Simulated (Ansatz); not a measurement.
# VSi2N4 monolayer in a perpendicular field

Aim: how the VSi2N4 monolayer screens a field along its normal, and what the field does to its bands. A positive field points along +c.

Calculated with Ansatz 0.2.0; plane-wave DFT, PBE-D3(BJ), Ansatz PAW (set soft_1); PAW set soft_1.

## 1. Starting point

The cell holds 7 atoms: 4 N, 2 Si and 1 V. Cell: a = 2.920 Å, b = 2.920 Å, c = 44.631 Å, α = 90.0°, β = 90.0°, γ = 120.0°. Vacuum lies along c.

Structure file:

```xyz
7
Lattice="2.9200 0.0000 0.0000 -1.4600 2.5288 0.0000 0.0000 0.0000 44.6308" Properties=species:S:1:pos:R:3
N     0.0000    0.0000   18.9000
Si    0.0000    1.6859   19.3694
N     0.0000    1.6859   21.1194
V     0.0000    0.0000   22.3154
N     0.0000    1.6859   23.5114
Si    0.0000    1.6859   25.2614
N     0.0000    0.0000   25.7308
```

## 2. Relaxation

The starting cell is a guess, so the in-plane lattice and the atoms are relaxed first, with the slab cut off from its images along the normal.

input.yaml reads:

```yaml
crystal:
  lattice:
    - [2.92, 0.0, 0.0]
    - [-1.46, 2.5287941791, 0.0]
    - [0.0, 0.0, 44.6308141166]
  atoms:
    - { symbol: "N", position: [0.0, 0.0, 0.423474238] }
    - { symbol: Si, position: [0.3333333333, 0.6666666667, 0.4339923585] }
    - { symbol: "N", position: [0.3333333333, 0.6666666667, 0.4732029361] }
    - { symbol: V, position: [0.0, 0.0, 0.5], spin: 1.0 }
    - { symbol: "N", position: [0.3333333333, 0.6666666667, 0.5267970639] }
    - { symbol: Si, position: [0.3333333333, 0.6666666667, 0.5660076415] }
    - { symbol: "N", position: [0.0, 0.0, 0.576525762] }
  periodic: [true, true, false]
magnetization:
  spin_polarized: true
kpoints:
  mp_grid: { grid: [12, 12, 1] }
hamiltonian:
  xc: pbe
  dispersion: d3bj
  pseudopotentials: { kind: paw, azcp: { folder: soft_1 } }
scf:
  occupations: { method: fermi_dirac, width: 0.05 }
  convergence: { dr2_threshold: 1.0e-09 }
relax:
  f_tol: 0.004
  max_steps: 90
  cell: {}
output:
  write_potential: true
  write_density: true
  volumetric_format: npy
```

Launch:

```console
ansatz run input.yaml --threads 2 --pin off --max-ram 3072MiB --backend cpu --events-out ev --progress --plain --runs-dir out
```

Numbers of over 12 decimals in the logs are rounded to 6 here.

Log:

```text
Warning: relax.cell: scf.convergence.dr2_threshold = 1e-9 eV is looser than the 2.47108561653e-10 eV advised for a relaxation that steers and ends on the stress (1e-10 eV for each atom of the cell: 7, times the square of relax.cell.stress_2d_tol = 0.05 N/m over 16.8 Å (the atoms' height at the walk's start and 5 Å past either face), 2.971e-2 GPa, over a crystal's default 0.05). What an SCF threshold leaves in a stress goes as its square root, and in the free energy as the threshold itself, and one threshold admits the most on a small cell: [figures from the program's tests cut] Set scf.convergence.dr2_threshold to 2.47108561653e-10 eV or tighter. [rest of the remark cut]
Engine: ansatz 0.2.0, aarch64-unknown-linux-gnu
Pseudopotentials: kind: paw
Pseudopotential: N, paw, valence charge 5, recommended cutoff 420 eV (normal), soft_1/N.paw.azcp
Pseudopotential: Si, paw, valence charge 4, recommended cutoff 420 eV (normal), soft_1/Si.paw.azcp
Pseudopotential: V, paw, valence charge 13, recommended cutoff 420 eV (normal), soft_1/V.paw.azcp
Functional definition: PBE
  parameter kappa = 0.804
  parameter beta = 0.066725
  exchange = pbe_x(kappa = kappa, mu = beta*pi^2/3)
  correlation = pbe_c(beta = beta)
Crystal: 7 atoms, lattice volume = 329.557 Å³
Basis set: ecut = 420 eV, 6389 PW (Γ), exchange–correlation on 40×40×600 points (8 copies of the dense FFT grid, shifted against one another)
Bands: 28, of which v1, the nominal top of the filled ones, is band 21 counted from 1 (20 counted from 0)
Symmetry: 12 space group operations
Space group: P-6m2 (ITA 187), of the structure as read, at distance tolerance 6.9e-5 Å
Magnetic group: BNS 187.209 (UNI 1439), of the structure as read, at distance tolerance 6.9e-5 Å
k-points: 19 of 144 (time reversal used)
Non-local potential: N, projectors of the file, l = 0: 2, l = 1: 2, l = 2: 1
Non-local potential: Si, projectors of the file, l = 0: 2, l = 1: 2, l = 2: 1
Non-local potential: V, projectors of the file, l = 0: 3, l = 1: 2, l = 2: 3, l = 3: 1
PAW form: soft (Blöchl's): semilocal exchange-correlation on the pseudo side does not see the compensation charge
PAW one-centre angular grid: N, 110 points (default); XC on 64 Gauss nodes
PAW one-centre angular grid: Si, 110 points (default); XC on 64 Gauss nodes
PAW one-centre angular grid: V, 590 points (default); XC on 64 Gauss nodes
Initial density: superposition of atomic densities (neutral atoms: chi_scale 0, normalization atom)
Starting moments: Σ|m| = 1 μB on 1 of 7 sites
Initial wavefunctions: pseudopotential atomic-orbital guess
Functional: x = pbe(κ = 0.804, μ = 0.219515), c = pbe(β = 0.066725)
SCF iter   1: F=—  HF=-5737.122943 eV  |F-HF|=—  |Δ(HF+E_count)|=         —  Δρ=4.65e-2 (↑4.65e-2 ↓4.51e-2)  dr2=3.08e1  dr2_m=5.41e-2  M=0.918 μB ∫|m|=0.989 μB  β_m=0.30  ethr=3.10e-3  ⟨swp⟩=16.4  Hψ=9687  notcnv=0
Mixer restart at iter 1: flushing history
preconditioner: auto → Resta (q_TF=auto, 1.928 Å⁻¹)  ε∞=1.9  [insulator: Δε(μ)=0.193 eV  Ē_g=12.308 eV  σ=0.050 eV  W_gap=0.69  n_scr=26 (ndim 8)  ℏωp=11.8 eV  f_vac=0.757  D(μ)=0.93/eV (n_scr^D=10)  ε∞_Penn≈1.9  vacuum switching on, ρ_ref=1.1e-2 e/Å³]
spin=Collinear: Resta preconditioning applied to the charge; magnetization (m = ρ↑ − ρ↓) channel mixes plain (no charge-response kernel on spin).
SCF iter   2: F=—  HF=-5728.317084 eV  |F-HF|=—  |Δ(HF+E_count)|=    8.81e0  Δρ=1.53e-2 (↑1.49e-2 ↓1.53e-2)  dr2=3.21e0  dr2_m=2.25e-2  M=0.915 μB ∫|m|=1.047 μB  β_m=0.34  ethr=3.10e-3  ⟨swp⟩=5.4  Hψ=3594  notcnv=0  defer=85
SCF iter   3: F=—  HF=-5727.864204 eV  |F-HF|=—  |Δ(HF+E_count)|=   4.53e-1  Δρ=8.77e-3 (↑8.77e-3 ↓8.64e-3)  dr2=5.97e-1  dr2_m=1.14e-2  M=0.942 μB ∫|m|=1.081 μB  β_m=0.48  ethr=3.10e-3  ⟨swp⟩=3.4  Hψ=2335  notcnv=0  defer=81
SCF iter   4: F=—  HF=-5728.018053 eV  |F-HF|=—  |Δ(HF+E_count)|=   1.54e-1  Δρ=3.80e-3 (↑3.80e-3 ↓3.20e-3)  dr2=1.07e-1  dr2_m=3.71e-3  M=0.975 μB ∫|m|=1.132 μB  β_m=0.57  ethr=1.46e-3  ⟨swp⟩=3.3  Hψ=2281  notcnv=0  defer=77
SCF iter   5: F=—  HF=-5728.088236 eV  |F-HF|=—  |Δ(HF+E_count)|=         —  Δρ=1.05e-3 (↑7.31e-4 ↓1.05e-3)  dr2=2.91e-3  dr2_m=1.24e-3  M=0.994 μB ∫|m|=1.194 μB  β_m=0.57  ethr=2.62e-4  ⟨swp⟩=3.9  Hψ=2703  notcnv=0  defer=77
SCF iter   6: F=—  HF=-5728.087948 eV  |F-HF|=—  |Δ(HF+E_count)|=   2.89e-4  Δρ=6.50e-4 (↑6.50e-4 ↓3.29e-4)  dr2=1.24e-3  dr2_m=5.61e-4  M=0.995 μB ∫|m|=1.209 μB  β_m=0.72  ethr=7.09e-6  ⟨swp⟩=3.4  Hψ=2880  notcnv=0  defer=77
SCF iter   7: F=—  HF=-5728.088515 eV  |F-HF|=—  |Δ(HF+E_count)|=   5.68e-4  Δρ=3.86e-4 (↑2.66e-4 ↓3.86e-4)  dr2=1.65e-3  dr2_m=8.71e-5  M=0.995 μB ∫|m|=1.218 μB  β_m=0.61  ethr=3.03e-6  ⟨swp⟩=3.1  Hψ=2187  notcnv=0  defer=77
SCF iter   8: F=—  HF=-5728.088227 eV  |F-HF|=—  |Δ(HF+E_count)|=   2.88e-4  Δρ=1.31e-4 (↑6.48e-5 ↓1.31e-4)  dr2=1.27e-4  dr2_m=8.59e-6  M=0.996 μB ∫|m|=1.224 μB  β_m=0.72  ethr=3.03e-6  ⟨swp⟩=2.7  Hψ=1776  notcnv=0  defer=77
SCF iter   9: F=—  HF=-5728.088231 eV  |F-HF|=—  |Δ(HF+E_count)|=   3.71e-6  Δρ=4.88e-5 (↑4.88e-5 ↓2.41e-5)  dr2=4.85e-6  dr2_m=3.28e-6  M=0.996 μB ∫|m|=1.228 μB  β_m=0.75  ethr=3.10e-7  ⟨swp⟩=3.1  Hψ=2270  notcnv=0  defer=77
SCF iter  10: F=—  HF=-5728.088544 eV  |F-HF|=—  |Δ(HF+E_count)|=   3.13e-4  Δρ=1.99e-5 (↑1.99e-5 ↓4.47e-6)  dr2=2.42e-6  dr2_m=2.18e-7  M=0.996 μB ∫|m|=1.229 μB  β_m=0.82  ethr=1.18e-8  ⟨swp⟩=3.7  Hψ=2612  notcnv=0  defer=77
SCF iter  11: F=—  HF=-5728.088544 eV  |F-HF|=—  |Δ(HF+E_count)|=   6.12e-8  Δρ=5.76e-6 (↑5.76e-6 ↓1.90e-6)  dr2=2.39e-7  dr2_m=1.38e-8  M=0.996 μB ∫|m|=1.229 μB  β_m=0.90  ethr=5.90e-9  ⟨swp⟩=2.3  Hψ=1515  notcnv=0  defer=77
SCF iter  12: F=—  HF=-5728.088544 eV  |F-HF|=—  |Δ(HF+E_count)|=   9.07e-9  Δρ=6.34e-7 (↑6.34e-7 ↓4.29e-7)  dr2=3.11e-9  dr2_m=2.85e-10  M=0.996 μB ∫|m|=1.229 μB  β_m=0.87  ethr=5.83e-10  ⟨swp⟩=2.8  Hψ=2081  notcnv=0  defer=77
SCF iter  13: F=—  HF=-5728.088544 eV  |F-HF|=—  |Δ(HF+E_count)|=  4.93e-10  Δρ=3.23e-7 (↑3.23e-7 ↓2.30e-7)  dr2=1.08e-9  dr2_m=1.99e-11  M=0.996 μB ∫|m|=1.229 μB  β_m=0.84  ethr=7.59e-12  ⟨swp⟩=3.7  Hψ=2546  notcnv=0  defer=77
SCF iter  14: F=—  HF=-5728.088544 eV  |F-HF|=—  |Δ(HF+E_count)|=  1.07e-10  Δρ=7.08e-8 (↑7.04e-8 ↓7.08e-8)  dr2=6.68e-11  dr2_m=2.05e-12  M=0.996 μB ∫|m|=1.229 μB  β_m=0.76  ethr=2.62e-12  ⟨swp⟩=3.1  Hψ=2114  notcnv=0  defer=77
SCF iter  15: F=-5728.088544 eV  HF=-5728.088544 eV  |F-HF|=1.31e-10  |Δ(HF+E_count)|=  3.27e-11  Δρ=2.22e-8 (↑2.22e-8 ↓1.92e-8)  dr2=5.72e-12  dr2_m=1.78e-13  M=0.996 μB ∫|m|=1.229 μB  ethr=1.00e-12  ⟨swp⟩=7.9  Hψ=7066  notcnv=0
SCF 1 converged in 15 iterations: F = -5728.088544 eV  dr2 = 5.72e-12
[...]
relax step   7: F+E_penalty+E_count = -5728.26643515 eV  Δ(F+E_penalty+E_count) = +3.703e-6 eV  max|allowed force component| = 4.723e-4 eV/Å  Δτ_max = 0.0003 Å  P = +0.002 N/m  Ω = 317.624 Å³  energy of the carried Pulay correction = +5.339e-3 eV  fix = [c, alpha, beta]  reactions: c +0.000 N/m  (7 SCF iters, accepted)
[...]
relax step   8: F+E_penalty+E_count = -5728.26207014 eV  Δ(F+E_penalty+E_count) = +4.365e-3 eV  max|allowed force component| = 3.317e-4 eV/Å  Δτ_max = 0.0000 Å  P = -0.108 N/m  Ω = 317.624 Å³  fix = [c, alpha, beta]  reactions: c +0.000 N/m  stress off target by 1.08e-1 N/m on what of the cell is left free  SCF on the basis re-selected at this cell (its energy is not comparable with the rows above)  (9 SCF iters)
[...]
relax step   9: F+E_penalty+E_count = -5728.26212667 eV  Δ(F+E_penalty+E_count) = -5.653e-5 eV  max|allowed force component| = 5.643e-4 eV/Å  Δτ_max = 0.0003 Å  P = -0.002 N/m  Ω = 317.520 Å³  energy of the carried Pulay correction = +4.848e-5 eV  fix = [c, alpha, beta]  reactions: c +0.000 N/m  (7 SCF iters, accepted)
iter 1 solved again at ethr=1.37e-7 eV; its pass at ethr=3.10e-3 eV (dr2=5.63e-5 eV) is discarded
SCF iter   1: F=—  HF=-5728.262083 eV  |F-HF|=—  |Δ(HF+E_count)|=         —  Δρ=6.95e-7 (↑6.76e-7 ↓6.95e-7)  dr2=4.38e-9  dr2_m=2.25e-11  M=0.971 μB ∫|m|=1.151 μB  β_m=0.65  ethr=1.37e-7  ⟨swp⟩=7.0  Hψ=15540  notcnv=0
eigensolver tolerance schedule: the retry pair's looser diagonalisation over-reported the residual by 12861.36 of it (diagonalisation noise at 1.32 of the residual, at the tolerance the schedule requests for it); recorded, not acted on — ethr = c·dr2/N_el stays at c = 1.0e-1
spin=Collinear: LDOS preconditioning applied to the charge; magnetization (m = ρ↑ − ρ↓) channel mixes plain (no charge-response kernel on spin).
SCF iter   2: F=—  HF=-5728.262055 eV  |F-HF|=—  |Δ(HF+E_count)|=   2.80e-5  Δρ=6.25e-7 (↑6.25e-7 ↓5.26e-7)  dr2=7.53e-9  dr2_m=3.41e-11  M=0.971 μB ∫|m|=1.151 μB  β_m=0.30  ethr=1.07e-11  ⟨swp⟩=6.8  Hψ=4699  notcnv=0
SCF iter   3: F=—  HF=-5728.262055 eV  |F-HF|=—  |Δ(HF+E_count)|=   1.48e-9  Δρ=4.39e-7 (↑4.39e-7 ↓3.79e-7)  dr2=1.43e-9  dr2_m=1.10e-11  M=0.971 μB ∫|m|=1.151 μB  β_m=0.65  ethr=1.07e-11  ⟨swp⟩=2.4  Hψ=1605  notcnv=0
SCF iter   4: F=—  HF=-5728.262055 eV  |F-HF|=—  |Δ(HF+E_count)|=   1.61e-9  Δρ=1.57e-7 (↑1.57e-7 ↓1.38e-7)  dr2=1.93e-10  dr2_m=2.26e-12  M=0.971 μB ∫|m|=1.151 μB  β_m=0.60  ethr=3.49e-12  ⟨swp⟩=2.9  Hψ=2208  notcnv=0
SCF iter   5: F=-5728.262055 eV  HF=-5728.262055 eV  |F-HF|=3.34e-10  |Δ(HF+E_count)|=   5.90e-9  Δρ=2.59e-7 (↑2.59e-7 ↓2.10e-7)  dr2=9.63e-10  dr2_m=2.27e-12  M=0.971 μB ∫|m|=1.151 μB  ethr=1.00e-12  ⟨swp⟩=13.7  Hψ=9104  notcnv=0
SCF 10 converged in 5 iterations: F = -5728.262055 eV  dr2 = 9.63e-10
relax step  10: F+E_penalty+E_count = -5728.26205503 eV  Δ(F+E_penalty+E_count) = +7.164e-5 eV  max|allowed force component| = 5.589e-4 eV/Å  Δτ_max = 0.0000 Å  P = -0.003 N/m  Ω = 317.520 Å³  fix = [c, alpha, beta]  reactions: c +0.000 N/m  stress off target by 3.19e-3 N/m on what of the cell is left free  SCF on the basis re-selected at this cell (its energy is not comparable with the rows above)  (5 SCF iters)
basis re-selected at this cell: Δ(F+E_penalty+E_count) = +7.164e-5 eV, ΔP = -0.001 N/m vs the last step (what re-selecting the basis moved, of the pressure what is left beyond the Pulay correction that the steps carried, after the strain that the cell walked since its last selection, with what the two solves' SCF thresholds leave and, on support functions, any second-order correction that the steps lacked; it is no m [...]
WARN: The output density's exchange-correlation potential varies sharply where the density is thin. Do not read a vacuum level from v_tot or v_xc, or from such a field of the output density. On a cell that repeats whose density bears no net charge and no dipole along the vacuum's axis use v_es (v_loc + v_h of the components); under efield.dipole_correction with no amplitude use v_es + v_field, which holds any externa [...]
SCF converged after 5 iterations
Magnetization: 0.9706 μB (20.9853 up, 20.0147 down)
Absolute magnetization: 1.1512 μB (∫|ρ↑−ρ↓|, with the PAW one-centre terms)
Spin contamination: 0.0134 ħ² per cell (⟨S²⟩ above its minimum at these occupations)
Per-site moments (μB) at R_I (Å): [(0.0027509, 0.717544), (0.002843, 0.717544), (-0.036297, 0.722132), (0.723599, 0.834176), (-0.036297, 0.722132), (0.002843, 0.717544), (0.0027509, 0.717544)]
Free energy (F): -5728.262055 eV
Harris-Foulkes:  -5728.262055 eV  (|F-HF|=3.34e-10)
Internal energy: -5728.257225 eV  (E = F + TS)
E sigma→0 (E₀):  -5728.259640 eV
Entropy (-TS):   -0.004830 eV (-0.690 meV/atom)
Fermi energy:    -5.515252 eV
--- Per-component energies (eV) ---
  E_band       = -831.258506
  E_kinetic    = 909.917146
  E_local      = -185236.807814  (includes V_loc(G=0)·N_el)
  E_nonlocal   = 261.359341
  E_hartree    = 92039.537085
  E_xc         = -470.898579
  E_vxc        = -549.312978  (∫ρ·V_xc dr)
  E_paw        = -2660.444420  (= ΣΔE_a)
  E_vpaw       = -295.491787  (= ΣTr[D̂ρ^β])
  E_aug_tail   = 0.004453  (compensation charges beyond the density's cutoff)
  E_ewald      = 89430.862764
  E_disp       = -1.787202  (pairwise vdW)
  E_smearing   = -0.004830  (= −TS)
  E_closure    = 0.000000  (closes the sum)
  Σ components = -5728.262055   (vs F -5728.262055, Δ=0.00e0)
--- Forces (eV/Å), atoms counted from 1 ---
  atom   1  N      0.00000000     0.00000000    -0.00014096
  atom   2  Si    -0.00000000    -0.00000000    -0.00001508
  atom   3  N      0.00000000     0.00000000     0.00055892
  atom   4  V      0.00000000     0.00000000     0.00000000
  atom   5  N      0.00000000     0.00000000    -0.00055892
  atom   6  Si    -0.00000000    -0.00000000     0.00001508
  atom   7  N      0.00000000     0.00000000     0.00014096
  max |Σ_I F_I| component: 7.40e-17 eV/Å
--- 2D stress c σ (N/m, compression-positive) ---
       -0.003194       0.000000       0.000000
        0.000000      -0.003194       0.000000
        0.000000       0.000000       0.000000
  P = ½ c Tr σ = -0.0032 N/m
--- Band table (eV; the first three rows and the last of 38) ---
  k-point 0 ↑: bands = [... 17 lower, -7.4266, -7.4100, -7.4100, -5.4966, -2.9767, -2.9767, -2.8990, -2.8990, ... 3 higher]
  k-point 1 ↑: bands = [... 17 lower, -7.6807, -7.5385, -7.2313, -5.5709, -3.0700, -3.0649, -2.9730, -2.8396, ... 3 higher]
  k-point 2 ↑: bands = [... 17 lower, -8.0257, -7.8552, -7.2928, -5.8705, -3.2859, -3.1739, -3.0832, -2.5123, ... 3 higher]
  k-point 18 ↓: bands = [... 17 lower, -9.1997, -7.5353, -6.9218, -5.0466, -3.4180, -2.5098, -2.1780, -1.5785, ... 3 higher]
  the weakly bound empty levels are not read free of the cell's end (no_gap_told)
--- Relaxed structure (8 steps of the walk, 7 accepted, 2 SCFs on fresh bases) ---
  F+E_penalty+E_count = -5728.26205503 eV   max|allowed force component| = 5.589e-4 eV/Å   (the final SCF, on the basis selected at the relaxed cell)
  cell:  # Å, volume = 317.5203 Å³
    - [2.866177, 0, 0.0]
    - [-1.433089, 2.482182, 0.0]
    - [0.0, 0.0, 44.6308141166]
  atoms:
    - { symbol: N, position: [1.0573552618555e-17, -5.1357255561990615e-17, 0.422716] }
    - { symbol: Si, position: [0.333333, 0.666667, 0.434731] }
    - { symbol: N, position: [0.333333, 0.666667, 0.473955] }
    - { symbol: V, position: [1.0573552618554993e-17, -5.135725556199063e-17, 0.500000] }
    - { symbol: N, position: [0.333333, 0.666667, 0.526045] }
    - { symbol: Si, position: [0.333333, 0.666667, 0.565269] }
    - { symbol: N, position: [1.0573552618555e-17, -5.1357255561990615e-17, 0.577284] }
```

It took 4.2 min on 2 threads of Arm Neoverse V1, shared host; peak memory 0.69 GiB.

The steps of the relaxation:

```tsv
step	energy less that of the first step (eV)	largest force component (eV/Å)	volume (Å³)
1	0.0000	1.0509	329.56
2	-0.1605	0.2311	321.84
3	-0.1775	0.0729	317.41
4	-0.1773	0.1595	317.25
5	-0.1778	0.0375	317.43
6	-0.1779	0.0049	317.61
7	-0.1779	0.0005	317.62
8*	-0.1735	0.0003	317.62
9	-0.1736	0.0006	317.52
10*	-0.1735	0.0006	317.52
```

Relaxation steps marked * repeat the geometry before them on a plane-wave basis chosen anew for their cell, so energy and pressure can jump there. Relaxation step 4 was tried and not accepted.

The run keeps the 12 symmetry operations that it works with, so distortions that break them were not tested.

```tsv
cell as run	before	after	change
a (Å)	2.920	2.866	-1.8 %
b (Å)	2.920	2.866	-1.8 %
```

The atoms that moved most (Å, along periodic axes as changes of fractional coordinates times the final cell, across vacuum about the mean position):

```tsv
atom	dx	dy	dz	length
N7	0.000	0.000	0.034	0.034
N1	0.000	0.000	-0.034	0.034
N3	0.000	0.000	0.034	0.034
N5	0.000	0.000	-0.034	0.034
Si2	0.000	0.000	0.033	0.033
Si6	0.000	0.000	-0.033	0.033
```

Final coordinates:

```xyz
7
Lattice="2.8662 0.0000 0.0000 -1.4331 2.4822 0.0000 0.0000 0.0000 44.6308" Properties=species:S:1:pos:R:3
N     0.0000    0.0000   18.8662
Si    0.0000    1.6548   19.4024
N     0.0000    1.6548   21.1530
V     0.0000    0.0000   22.3154
N     0.0000    1.6548   23.4778
Si    0.0000    1.6548   25.2284
N     0.0000    0.0000   25.7646
```

Numbers from this step:

| Item | Value |
| --- | --- |
| energy at zero smearing | -5728.2596 eV |
| total moment | 0.9706 μB |
| site moments | 0.002751, 0.002843, -0.03630, 0.7236, -0.03630, 0.002843, 0.002751 μB |

Site moment by atom:

```tsv
atom	site moment (μB)
N1	0.003
Si2	0.003
N3	-0.036
V4	0.724
N5	-0.036
Si6	0.003
N7	0.003
```

The lattice constant a goes from 2.920 to 2.866 Å.

[end of part 1 of 3]

[Logs are printed without paths, hosts, clocks, repeated set-up lines and the standing remarks that a program may print on its own settings, such as how far it seeks lower states.]

[Hosts, paths, dates, database ids (printed as entryN), source tags and the programs' standing remarks are cut or masked in the printed files.]

[Maps of the electrostatic potential energy from Ansatz leave out the sawtooth potential of an applied field or a dipole correction, so their vacuum need not be flat; planar profiles and work functions include it.]
